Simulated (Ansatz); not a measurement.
## SrHF (P4/nmm): refractive index against wavelength

The refractive index of SrHF (P4/nmm) along x below the direct gap (3.16 eV on the mesh) is read from one computed spectrum, n = √(Re ε). x, y and z are the Cartesian axes of the input cell.

Symmetry: P4/nmm, No. 129, tetragonal system. Conventional cell: a = 3.725 Å, b = 3.725 Å, c = 6.366 Å, α = 90.00°, β = 90.00°, γ = 90.00°. Sr on site c has 4 H at 2.40 Å and 5 F at 2.52 to 2.76 Å as nearest neighbours. F on site c has 5 Sr at 2.52 to 2.76 Å as nearest neighbours. H on site a is surrounded by 4 Sr at 2.40 Å and 4 H at 2.63 Å.

Method: Ansatz 0.2.0, PBE, independent particles, k-mesh 8×8×4 with interpolation inside its cells, Gaussian parameter 0.2 eV.

Launch of the response step: `ansatz run input.yaml --threads 2 --pin off --max-ram 5120MiB --backend cpu --events-out ev --progress --plain --runs-dir out`. The run took 40 s, on 2 threads of Arm Neoverse V1, on a shared host.

```
wavelength (nm)  photon energy E (eV)       n
           2000                 0.620  1.7740
           1550                 0.800  1.7763
           1310                 0.946  1.7787
           1064                 1.165  1.7830
            850                 1.459  1.7904
            700                 1.771  1.8005
            633                 1.959       ?
```

In the single-oscillator model n² − 1 = E₀E_d/(E₀² − E²), so 1/(n² − 1) = E₀/E_d − E²/(E₀E_d) is linear in E².

Working, on the rows shown:

| x = E² (eV²) | y = 1/(n² − 1) |
| --- | --- |
| 0.384302 | 0.46575 |
| 0.639837 | 0.463985 |
| 0.895757 | 0.462156 |
| 1.35784 | 0.458907 |
| 2.12762 | 0.453405 |
| 3.13716 | 0.44607 |

Means: x̄ = 1.4238, ȳ = 0.45838. Σ(x − x̄)(y − ȳ) = -0.03868, Σ(x − x̄)² = 5.409. Slope = -0.03868 / 5.409 = -0.00715; intercept = ȳ − slope · x̄ = 0.46856. Turned back into n, the line misses the rows shown by at most 8.1e-05.

Task: Fill in the last column of the withheld row.

Result: At x = 3.8364 the line gives y = 0.44113, that is 1.8075. The run gave 1.8078, so the extrapolation is off by 0.00034, 1.0 % of the range in the table.

Refitted with all rows, the slope is -0.007197 and the intercept 0.46861. These give E₀ = √(intercept/−slope) = 8.07 eV and E_d = E₀/intercept = 17.2 eV; E₀ is 2.6 times the direct gap. The electronic limit at long wavelengths, without lattice vibrations, is n = √(1 + 1/intercept) = 1.770. The structure is a model and need not exist. Excitons are left out and so are local fields; PBE gaps are as a rule too small. Spin-orbit coupling is left out.

[Logs are printed without paths, hosts, clocks, repeated set-up lines and the standing remarks that a program may print on its own settings, such as how far it seeks lower states.]
